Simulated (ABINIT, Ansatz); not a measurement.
**How the form of the self-energy moves the gap of BaTiO3 (P4mm)**

Aim: compare treatments of exchange, screening and correlation for the gap of BaTiO3 (P4mm).

Calculated with ABINIT 10.8.3; PBE and many-body steps on it, plane waves.

**1. The structure**

The structure is tetragonal, space group P4mm (No. 99). The conventional cell has a = 3.990 Å, b = 3.990 Å, c = 4.023 Å, α = 90.00°, β = 90.00°, γ = 90.00°. Ba has 12 O at 2.80 to 2.87 Å nearest. Ti has 6 O at 1.84 to 2.18 Å nearest. Nearest to O lie 2 Ti at 1.84 to 2.18 Å and 4 Ba at 2.82 Å. Nearest to O lie 2 Ti at 2.00 Å and 4 Ba at 2.80 to 2.87 Å. Farther neighbours and most contacts between anions are not listed.

The cell and positions come from the Crystallography Open Database and are kept as given unless a step says otherwise. Spin-orbit coupling is left out unless a step names it.

**2. Empty states on the mesh, 4×4×4 mesh, 322 bands**

This step: ABINIT 10.8.3; DFT, PBE, plane waves, norm-conserving pseudopotentials.

The sums over transitions need many empty states on a uniform mesh; this step solves for them.

The input, run.abi:

```
acell 3*1.0 Angstrom
rprim 
  3.990480000000 0.000000000000 0.000000000000
  0.000000000000 3.990480000000 0.000000000000
  0.000000000000 0.000000000000 4.023030000000
ntypat 3
znucl 56 22 8
natom 5
typat 1 2 3 3 3
xred 
  0.000000000000 0.000000000000 0.000000000000
  0.500000000000 0.500000000000 0.522000000000
  0.500000000000 0.500000000000 0.979000000000
  0.500000000000 0.000000000000 0.488000000000
  0.000000000000 0.500000000000 0.488000000000
pp_dirpath "pseudos"
pseudos "Ba.upf, Ti.upf, O.upf"
ecut 38
ngkpt 4 4 4
nshiftk 1
shiftk 0 0 0
kptopt 1
chksymbreak 0
irdden 1
istwfk *1
nband 322
prtvol 0
optdriver 6
gwr_task "HDIAGO"
paral_kgb 0
occopt 1
indata_prefix "in"
outdata_prefix "out"
tmpdata_prefix "tmp"
```

Command:

```sh
$ OMP_NUM_THREADS=1 mpirun -n 4 abinit run.abi > log
```

The log of the run:

```text
.Version 10.8.3 of ABINIT. v10.8.2 released Aug 2026.

 Symmetries : space group P4 m m (# 99); Bravais tP (primitive tetrag.)
[... echo of the input left out ...]
== DATASET  1 ==================================================================
-   mpi_nproc: 4, omp_nthreads: 1 (-1 if OMP is not activated)

--- !DatasetInfo
iteration_state: {dtset: 1, }
dimensions: {natom: 5, nkpt: 18, mband: 322, nsppol: 1, nspinor: 1, nspden: 1, mpw: 4868, }
cutoff_energies: {ecut:  38.0, pawecutdg:  -1.0, }
[...]
Indirect band gap semiconductor
 Fundamental gap:     1.851 (eV)
   VBM:     6.718 (eV) at k: [ 5.0000E-01,  5.0000E-01,  5.0000E-01]
   CBM:     8.569 (eV) at k: [ 0.0000E+00,  0.0000E+00,  0.0000E+00]
 Direct gap:         2.222 (eV) at k: [ 0.0000E+00,  0.0000E+00,  0.0000E+00]

== END DATASET(S) ==============================================================
================================================================================

 -outvars: echo values of variables after computation  --------
           etotal      0.0000000000E+00
            nband         322
             nkpt          18
          spgroup          99
 [... the other variables as echoed above ...]

 Calculation completed.
```

Run time: 7.1 min. Hardware: 4 MPI ranks of Arm Neoverse V1, shared host; peak memory 5.3 GiB.

Numbers from this step:

* gap: 1.851 eV
* k of the valence top: 0.5, 0.5, 0.5
* k of the conduction bottom: 0, 0, 0
* least direct gap: 2.222 eV
* k points computed: 18
* lowest point of the top converged band, above the valence top: 145.1917 eV

On this mesh the gap is 1.851 eV.

The density comes from a self-consistent run that is not shown.

**3. Screening, 4×4×4 mesh, 140 bands, screening to 141.5 eV**

The RPA dielectric matrix is built and inverted for each q.

This step: RPA screening on PBE, plane waves, norm-conserving pseudopotentials.

Edit run.abi of step 2 so:

```diff
@@ -23,10 +23,11 @@
 chksymbreak 0
-irdden 1
 istwfk *1
-nband 322
-prtvol 0
-optdriver 6
-gwr_task "HDIAGO"
-paral_kgb 0
 occopt 1
+irdwfk 1
+optdriver 3
+nband 140
+ecuteps 5.2
+inclvkb 2
+awtr 1
+symchi 1
 indata_prefix "in"
```

The log of the run:

```text
.Version 10.8.3 of ABINIT. v10.8.2 released Aug 2026.

 Symmetries : space group P4 m m (# 99); Bravais tP (primitive tetrag.)
[... echo of the input left out ...]
== DATASET  1 ==================================================================
-   mpi_nproc: 4, omp_nthreads: 1 (-1 if OMP is not activated)

--- !DatasetInfo
iteration_state: {dtset: 1, }
dimensions: {natom: 5, nkpt: 18, mband: 140, nsppol: 1, nspinor: 1, nspden: 1, mpw: 4868, }
cutoff_energies: {ecut:  38.0, pawecutdg:  -1.0, }
electrons: {nelect:   4.00000000E+01, charge:   0.00000000E+00, occopt:   1.00000000E+00, tsmear:   1.00000000E-02, }

 SCREENING: Calculation of the susceptibility and dielectric matrices

 Based on a program developped by R.W. Godby, V. Olevano, G. Onida, and L. Reining.
 Incorporated in ABINIT by V. Olevano, G.-M. Rignanese, and M. Torrent.
.Using double precision arithmetic ; gwpc =  8

[... cell and pseudopotentials left out ...]
--------------------------------------------------------------------------------

 ==== K-mesh for the wavefunctions ====
 Number of points in the irreducible wedge :    18
[... list of points left out ...]
 Together with  8 symmetry operations and time-reversal symmetry
 yields    64 points in the full Brillouin Zone.

 ==== Q-mesh for the screening function ====
 Number of points in the irreducible wedge :    18
[... list of points left out ...]
 Together with  8 symmetry operations and time-reversal symmetry
 yields    64 points in the full Brillouin Zone.

 setmesh: FFT mesh size selected  =    30x   30x   30
          total number of points  =        27000

 vcoul_init : cutoff-mode = AUXILIARY_FUNCTION
 q-points for optical limit:   1
     1)      0.000010    0.000020    0.000030

- screening: taking advantage of time-reversal symmetry
- Maximum band index for partially occupied states nbvw = 20
- Remaining bands to be divided among processors   nbcw = 120
- Number of bands treated by each node ~30

 Number of electrons calculated from density =   40.0000; Expected =   40.0000
 average of density, n =  0.092525
 r_s =    1.3716
 omega_plasma =   29.3417 [eV]

 calculating chi0 at frequencies [eV] :
  1    0.000000E+00    0.000000E+00
  2    0.000000E+00    2.934172E+01

--------------------------------------------------------------------------------
  q-point number  1        q = ( 0.000000, 0.000000, 0.000000) [r.l.u.]
--------------------------------------------------------------------------------
[... chi0 elements left out ...]
 For q-point:  0.000010 0.000020 0.000030
  dielectric constant =   5.8014
  dielectric constant without local fields =   6.4321

  Average fulfillment of the sum rule on Im[epsilon] for q-point    1 :     68.46  [%]
[... wings left out ...]
  q-point number  2        q = ( 0.250000, 0.000000, 0.000000) [r.l.u.]
--------------------------------------------------------------------------------
[... chi0 elements left out ...]
  Average fulfillment of the sum rule on Im[epsilon] for q-point    2 :     79.20  [%]

 [... 16 further q-points ...]
```

Wall time 4.2 min (4 MPI ranks); peak memory 2.1 GiB; 17 min of CPU time.

Numbers from this step:

* ε∞ with local fields, on this mesh, along the program's q direction: 5.801
* the same without local fields: 6.432
* plasma frequency: 29.34 eV
* plane waves in the screening matrix: 251

Local fields lower ε∞ by 10 %. On a Γ-centred mesh this coarse the value itself is usually too large, while a short band sum pulls it down.

**4. G0W0, Godby-Needs plasmon pole**

The self-energy is evaluated for the states that the input lists, and the levels follow from it, in one-shot runs by the linearised quasiparticle equation.

This step: G0W0 on PBE, plane waves, norm-conserving pseudopotentials.

Edit run.abi of step 3 so:

```diff
@@ -26,8 +26,17 @@
 irdwfk 1
-optdriver 3
+optdriver 4
 nband 140
+gwcalctyp 0
+ecutsigx 38
+symsigma 1
+nkptgw 2
+kptgw 
+  0.5000000000 0.5000000000 0.5000000000
+  0.0000000000 0.0000000000 0.0000000000
+bdgw 
+  18 23
+  19 23
 ecuteps 5.2
-inclvkb 2
-awtr 1
-symchi 1
+irdscr 1
+ppmodel 1
 indata_prefix "in"
```

The log of the run:

```text
.Version 10.8.3 of ABINIT. v10.8.2 released Aug 2026.

 Symmetries : space group P4 m m (# 99); Bravais tP (primitive tetrag.)
[... echo of the input left out ...]
== DATASET  1 ==================================================================
-   mpi_nproc: 4, omp_nthreads: 1 (-1 if OMP is not activated)

--- !DatasetInfo
iteration_state: {dtset: 1, }
dimensions: {natom: 5, nkpt: 18, mband: 140, nsppol: 1, nspinor: 1, nspden: 1, mpw: 4868, }
cutoff_energies: {ecut:  38.0, pawecutdg:  -1.0, }
electrons: {nelect:   4.00000000E+01, charge:   0.00000000E+00, occopt:   1.00000000E+00, tsmear:   1.00000000E-02, }

 SIGMA: Calculation of the GW corrections

 Based on a program developped by R.W. Godby, V. Olevano, G. Onida, and L. Reining.
 Incorporated in ABINIT by V. Olevano, G.-M. Rignanese, and M. Torrent.
.Using double precision arithmetic ; gwpc =  8

[... cell and pseudopotentials left out ...]
--------------------------------------------------------------------------------

 ==== K-mesh for the wavefunctions ====
 Number of points in the irreducible wedge :    18
[... list of points left out ...]
 Together with  8 symmetry operations and time-reversal symmetry
 yields    64 points in the full Brillouin Zone.

 ==== Q-mesh for screening function ====
 Number of points in the irreducible wedge :    18
[... list of points left out ...]
 Together with  8 symmetry operations and time-reversal symmetry
 yields    64 points in the full Brillouin Zone.

 vcoul_init : cutoff-mode = AUXILIARY_FUNCTION
 q-points for optical limit:   1
     1)      0.000010    0.000020    0.000030
 setmesh: FFT mesh size selected  =    45x   45x   45
          total number of points  =        91125

 Number of electrons calculated from density =   40.0000; Expected =   40.0000
 average of density, n =  0.092525
 r_s =    1.3716
 omega_plasma =   29.3417 [eV]

 === KS Band Gaps ===
  >>>> For spin  1
   Minimum direct gap =   2.2217 [eV], located at k-point      :   0.0000  0.0000  0.0000
   Fundamental gap    =   1.8512 [eV], Top of valence bands at :   0.5000  0.5000  0.5000
                                       Bottom of conduction at :   0.0000  0.0000  0.0000
 SIGMA fundamental parameters:
 PLASMON POLE MODEL  1
 number of plane-waves for SigmaX                 4865
 number of plane-waves for SigmaC and W            251
 number of plane-waves for wavefunctions          4865
 number of bands                                   140
 number of independent spin polarizations            1
 number of spinorial components                      1
 number of k-points in IBZ                          18
 number of q-points in IBZ                          18
 number of symmetry operations                       8
 number of k-points in BZ                           64
 number of q-points in BZ                           64
 number of frequencies for dSigma/dE                 9
 frequency step for dSigma/dE [eV]                0.25
 number of omega for Sigma on real axis              0
 max omega for Sigma on real axis  [eV]           0.00
 zcut for avoiding poles [eV]                     0.10

 EPSILON^-1 parameters (SCR file):
 dimension of the eps^-1 matrix on file            251
 dimension of the eps^-1 matrix used               251
 number of plane-waves for wavefunctions          4865
 number of bands                                   140
 number of q-points in IBZ                          18
 number of frequencies                               2
 number of real frequencies                          1
 number of imag frequencies                          1

 matrix elements of self-energy operator (all in [eV])

 Perturbative Calculation

--- !SelfEnergy_ee
iteration_state: {dtset: 1, }
kpoint     : [   0.500,    0.500,    0.500, ]
spin       : 1
KS_gap     :    4.248
QP_gap     :    6.080
Delta_QP_KS:    1.832
data: !SigmaeeData |
     Band     E0 <VxcDFT>   SigX SigC(E0)      Z dSigC/dE  Sig(E)    E-E0       E
       18   6.542 -19.963 -24.993   4.955   0.766  -0.306 -20.021  -0.057   6.484
       19   6.542 -19.963 -24.993   4.955   0.766  -0.306 -20.021  -0.057   6.484
       20   6.718 -20.008 -25.051   5.008   0.764  -0.309 -20.034  -0.027   6.691
       21  10.965 -21.853 -13.090  -6.336   0.744  -0.344 -20.048   1.805  12.771
       22  10.977 -21.854 -13.211  -6.171   0.743  -0.345 -20.017   1.837  12.815
       23  10.977 -21.854 -13.211  -6.171   0.743  -0.345 -20.017   1.837  12.815

--- !SelfEnergy_ee
iteration_state: {dtset: 1, }
kpoint     : [   0.000,    0.000,    0.000, ]
spin       : 1
KS_gap     :    2.222
QP_gap     :    3.741
Delta_QP_KS:    1.519
data: !SigmaeeData |
     Band     E0 <VxcDFT>   SigX SigC(E0)      Z dSigC/dE  Sig(E)    E-E0       E
       19   6.347 -20.006 -24.534   4.475   0.771  -0.298 -20.047  -0.042   6.306
       20   6.347 -20.006 -24.534   4.475   0.771  -0.298 -20.047  -0.042   6.306
       21   8.569 -18.775 -11.365  -5.517   0.781  -0.281 -17.297   1.477  10.046
       22   8.936 -19.060 -12.059  -5.074   0.779  -0.284 -17.559   1.502  10.438
       23   8.936 -19.060 -12.059  -5.074   0.779  -0.284 -17.559   1.502  10.438

== END DATASET(S) ==============================================================
================================================================================

 -outvars: echo values of variables after computation  --------
           etotal      0.0000000000E+00
            nband         140
             nkpt          18
          spgroup          99
 [... the other variables as echoed above ...]

 Calculation completed.
```

Elapsed: 28 s, on 4 MPI ranks; peak memory 1.8 GiB; 1.8 min of CPU time.

This step gave:

```
G0W0 gap on the points computed              : 3.355 eV
starting gap on the mesh                     : 1.851 eV
k of the valence top                         : 0.5, 0.5, 0.5
k of the conduction bottom                   : 0, 0, 0
Z at the valence top                         : 0.764
Z at the conduction bottom                   : 0.781
least direct G0W0 gap on the computed points : 3.740 eV
```

The gap on the mesh goes from 1.85 eV to 3.35 eV, a correction of +1.50 eV.

**5. G0W0, Hybertsen-Louie plasmon pole**

Edit run.abi of step 4 so:

```diff
@@ -40,3 +40,3 @@
 irdscr 1
-ppmodel 1
+ppmodel 2
 indata_prefix "in"
```

The log of the run:

```text
.Version 10.8.3 of ABINIT. v10.8.2 released Aug 2026.

 Symmetries : space group P4 m m (# 99); Bravais tP (primitive tetrag.)
[... echo of the input left out ...]
== DATASET  1 ==================================================================
-   mpi_nproc: 4, omp_nthreads: 1 (-1 if OMP is not activated)

--- !DatasetInfo
iteration_state: {dtset: 1, }
dimensions: {natom: 5, nkpt: 18, mband: 140, nsppol: 1, nspinor: 1, nspden: 1, mpw: 4868, }
cutoff_energies: {ecut:  38.0, pawecutdg:  -1.0, }
electrons: {nelect:   4.00000000E+01, charge:   0.00000000E+00, occopt:   1.00000000E+00, tsmear:   1.00000000E-02, }

 SIGMA: Calculation of the GW corrections

 Based on a program developped by R.W. Godby, V. Olevano, G. Onida, and L. Reining.
 Incorporated in ABINIT by V. Olevano, G.-M. Rignanese, and M. Torrent.
.Using double precision arithmetic ; gwpc =  8

[... cell and pseudopotentials left out ...]
--------------------------------------------------------------------------------

 ==== K-mesh for the wavefunctions ====
 Number of points in the irreducible wedge :    18
[... list of points left out ...]
 Together with  8 symmetry operations and time-reversal symmetry
 yields    64 points in the full Brillouin Zone.

 ==== Q-mesh for screening function ====
 Number of points in the irreducible wedge :    18
[... list of points left out ...]
 Together with  8 symmetry operations and time-reversal symmetry
 yields    64 points in the full Brillouin Zone.

 vcoul_init : cutoff-mode = AUXILIARY_FUNCTION
 q-points for optical limit:   1
     1)      0.000010    0.000020    0.000030
 setmesh: FFT mesh size selected  =    45x   45x   45
          total number of points  =        91125

 Number of electrons calculated from density =   40.0000; Expected =   40.0000
[...]
number of omega for Sigma on real axis              0
 max omega for Sigma on real axis  [eV]           0.00
 zcut for avoiding poles [eV]                     0.10

 EPSILON^-1 parameters (SCR file):
 dimension of the eps^-1 matrix on file            251
 dimension of the eps^-1 matrix used               251
 number of plane-waves for wavefunctions          4865
 number of bands                                   140
 number of q-points in IBZ                          18
 number of frequencies                               2
 number of real frequencies                          1
 number of imag frequencies                          1

 matrix elements of self-energy operator (all in [eV])

 Perturbative Calculation

--- !SelfEnergy_ee
iteration_state: {dtset: 1, }
kpoint     : [   0.500,    0.500,    0.500, ]
spin       : 1
KS_gap     :    4.248
QP_gap     :    7.084
Delta_QP_KS:    2.836
data: !SigmaeeData |
     Band     E0 <VxcDFT>   SigX SigC(E0)      Z dSigC/dE  Sig(E)    E-E0       E
       18   6.542 -19.963 -24.993   4.378   0.831  -0.203 -20.505  -0.542   6.000
       19   6.542 -19.963 -24.993   4.378   0.831  -0.203 -20.505  -0.542   6.000
       20   6.718 -20.008 -25.051   4.434   0.830  -0.205 -20.513  -0.506   6.212
[...]
--- !SelfEnergy_ee
iteration_state: {dtset: 1, }
kpoint     : [   0.000,    0.000,    0.000, ]
spin       : 1
KS_gap     :    2.222
QP_gap     :    4.406
Delta_QP_KS:    2.184
data: !SigmaeeData |
     Band     E0 <VxcDFT>   SigX SigC(E0)      Z dSigC/dE  Sig(E)    E-E0       E
[...]
22   8.936 -19.060 -12.059  -4.976   0.846  -0.183 -17.348   1.713  10.649
       23   8.936 -19.060 -12.059  -4.976   0.846  -0.183 -17.348   1.713  10.649

== END DATASET(S) ==============================================================
================================================================================

 -outvars: echo values of variables after computation  --------
           etotal      0.0000000000E+00
            nband         140
             nkpt          18
          spgroup          99
 [... the other variables as echoed above ...]

 Calculation completed.
```

Wall time 27 s (4 MPI ranks); peak memory 1.8 GiB; 1.8 min of CPU time.

Numbers from this step:

```yaml
g0w0_gap_on_the_points_computed: 4.08 eV
starting_gap_on_the_mesh: 1.851 eV
k_of_the_valence_top: 0.5, 0.5, 0.5
k_of_the_conduction_bottom: 0, 0, 0
z_at_the_valence_top: 0.83
z_at_the_conduction_bottom: 0.846
least_direct_g0w0_gap_on_the_computed_points: 4.406 eV
```

Against G0W0 in ABINIT (4×4×4 mesh, 140 bands, screening to 141.5 eV, Godby-Needs plasmon pole), the gap moves by +0.725 eV.

**6. G0W0, von der Linden-Horsch plasmon pole**

Edit run.abi of step 5 so:

```diff
@@ -40,3 +40,3 @@
 irdscr 1
-ppmodel 2
+ppmodel 3
 indata_prefix "in"
```

The log of the run:

```text
.Version 10.8.3 of ABINIT. v10.8.2 released Aug 2026.

 Symmetries : space group P4 m m (# 99); Bravais tP (primitive tetrag.)
[... echo of the input left out ...]
== DATASET  1 ==================================================================
-   mpi_nproc: 4, omp_nthreads: 1 (-1 if OMP is not activated)

--- !DatasetInfo
iteration_state: {dtset: 1, }
dimensions: {natom: 5, nkpt: 18, mband: 140, nsppol: 1, nspinor: 1, nspden: 1, mpw: 4868, }
cutoff_energies: {ecut:  38.0, pawecutdg:  -1.0, }
[...]
Band     E0 <VxcDFT>   SigX SigC(E0)      Z dSigC/dE  Sig(E)    E-E0       E
[...]
22   8.936 -19.060 -12.059  -5.271   0.848  -0.179 -17.592   1.468  10.405
       23   8.936 -19.060 -12.059  -5.271   0.848  -0.179 -17.592   1.468  10.405

== END DATASET(S) ==============================================================
================================================================================

 -outvars: echo values of variables after computation  --------
           etotal      0.0000000000E+00
            nband         140
             nkpt          18
          spgroup          99
 [... the other variables as echoed above ...]

 Calculation completed.
```

Elapsed: 14 s, on 4 MPI ranks; peak memory 1.7 GiB.

This step gave:

```yaml
g0w0_gap_on_the_points_computed: 3.489 eV
starting_gap_on_the_mesh: 1.851 eV
k_of_the_valence_top: 0.5, 0.5, 0.5
k_of_the_conduction_bottom: 0, 0, 0
least_direct_g0w0_gap_on_the_computed_points: 3.878 eV
```

Against G0W0 in ABINIT (4×4×4 mesh, 140 bands, screening to 141.5 eV, Godby-Needs plasmon pole), the gap moves by +0.134 eV.

(Continued in part 2 of 2.)

[Paths, hosts, dates, memory and timing lines, banners, echoed tables and standing remarks are left out of the program output.]

[Logs are printed without paths, hosts, clocks, repeated set-up lines and the standing remarks that a program may print on its own settings, such as how far it seeks lower states.]

[Runs of the session that timed out or met a known fault of the program may be left out.]

[Hosts, paths, dates, database ids (printed as entryN), source tags and the programs' standing remarks are cut or masked in the printed files.]

[G0W0 gaps are taken among the corrected bands and points alone; a level outside them can change the order at an edge.]

[Where Ansatz stands beside ABINIT at settings called matched, ABINIT's density can come from a denser mesh and the files from another edition; pairs whose starting gaps differed by over 0.03 eV were left out, so agreement reads better than it is.]
